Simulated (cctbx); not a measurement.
# Occupancies in NdMn4Ga8

Cell a = 9.2520 Å, b = 9.2520 Å, c = 5.2110 Å, α = 90.00°, β = 90.00°, γ = 90.00°; space group I4/mmm (no. 139); nominal formula NdMn4Ga8.

The data are simulated with cctbx, not measured: Mo Kα, λ = 0.71073 Å, to d = 0.77 Å, 95 % of the full sphere, strongest reflection 70000 counts, noise from counting, a 3 % proportional error and a noise floor of 2 counts (s.d.); no absorption.

With every site full:

```text
Rint 0.025, 173 unique reflections to 0.77 A
cycle     R1     wR2    GooF  max shift (A)
   1  0.1898  0.5150  41.341   0.00054
   2  0.0178  0.0600   4.819   0.00018
final R1 0.0177 wR2 0.0600 GooF 4.817  parameters 14  data/parameter 12.4
atom        x        y        z      Ueq    occ   su(xyz)  su(Uiso or U11)
Nd1    0.00000  0.00000  0.00000   0.0143  1.000  0.00000  0.0003
Ga1    0.00000  0.22398  0.50000   0.0325  1.000  0.00013  0.0007
Ga2    0.00000  0.64461  0.00000   0.0241  1.000  0.00011  0.0005
Mn2    0.25000  0.75000  0.25000   0.0168  1.000  0.00000  0.0004
difference map: max 1.16 min -0.84 rms 0.19
Q1    0.2500  0.2500  0.2500    8    1.17  0.00 A from Mn2
Q2    0.0000  0.0000  0.0617    4    0.25  0.32 A from Nd1
Q3    0.0601  0.3126  0.4143   32    0.23  1.09 A from Ga1
Q4    0.0000  0.3759  0.0000    8    0.21  0.19 A from Ga2
Q5    0.1438  0.1438  0.2694   16    0.18  1.39 A from Mn2
Q6    0.0000  0.1298  0.0000    8    0.17  1.20 A from Nd1
```

With the occupancies of the suspect sites free, each still typed as its main element:

```text
Rint 0.025, 173 unique reflections to 0.77 A
cycle     R1     wR2    GooF  max shift (A)
   1  0.2289  0.5488  44.335   0.00097
   5  0.0060  0.0144   1.159   0.00001
final R1 0.0060 wR2 0.0143 GooF 1.159  parameters 16  data/parameter 10.8
atom        x        y        z      Ueq    occ   su(xyz)  su(Uiso or U11)
Nd1    0.00000  0.00000  0.00000   0.0145  1.000  0.00000  0.0001
Ga1    0.00000  0.22388  0.50000   0.0303  0.954  0.00003  0.0002
Ga2    0.00000  0.64462  0.00000   0.0244  1.000  0.00003  0.0001
Mn2    0.25000  0.75000  0.25000   0.0199  1.058  0.00000  0.0001
su of occupancy Ga1: 0.002
su of occupancy Mn2: 0.002
difference map: max 0.20 min -0.30 rms 0.06
Q1    0.0559  0.3072  0.4052   32    0.20  1.05 A from Ga1
Q2    0.0000  0.0000  0.3700    4    0.18  1.93 A from Nd1
Q3    0.1159  0.3841  0.2500   16    0.16  1.71 A from Ga2
Q4    0.2470  0.2470  0.1764   16    0.16  0.39 A from Mn2
Q5    0.0552  0.1661  0.3779   32    0.14  0.98 A from Ga1
Q6    0.1695  0.1695  0.2566   16    0.13  1.05 A from Mn2
```

**Question.** What is the disorder?

X-rays count electrons. Ga1 refines to 0.954(0.002), or 29.6 electrons; the site truly holds 0.8 Ga and 0.2 Mn, 29.8 electrons, which is 0.961 of Ga; Mn2 refines to 1.058(0.002), or 26.5 electrons; the site truly holds 0.8 Mn and 0.2 Ga, 26.2 electrons, which is 1.048 of Mn. A value under 1 can't tell vacancies from a lighter guest, and one over 1 needs a heavier guest; chemistry or a second radiation must settle which. Occupancy correlates with U and the scale, and the two elements' form factors differ in shape, so the match is approximate.

Freeing them takes R1 from 0.0177 to 0.0060 and GooF from 4.82 to 1.16.

The model is made up (kin elements in a known structure type, no relaxation), so it says nothing on whether the phase exists.

[Middle refinement cycles are left out of these outputs.]

[Logs are printed without paths, hosts, clocks, repeated set-up lines and the standing remarks that a program may print on its own settings, such as how far it seeks lower states.]
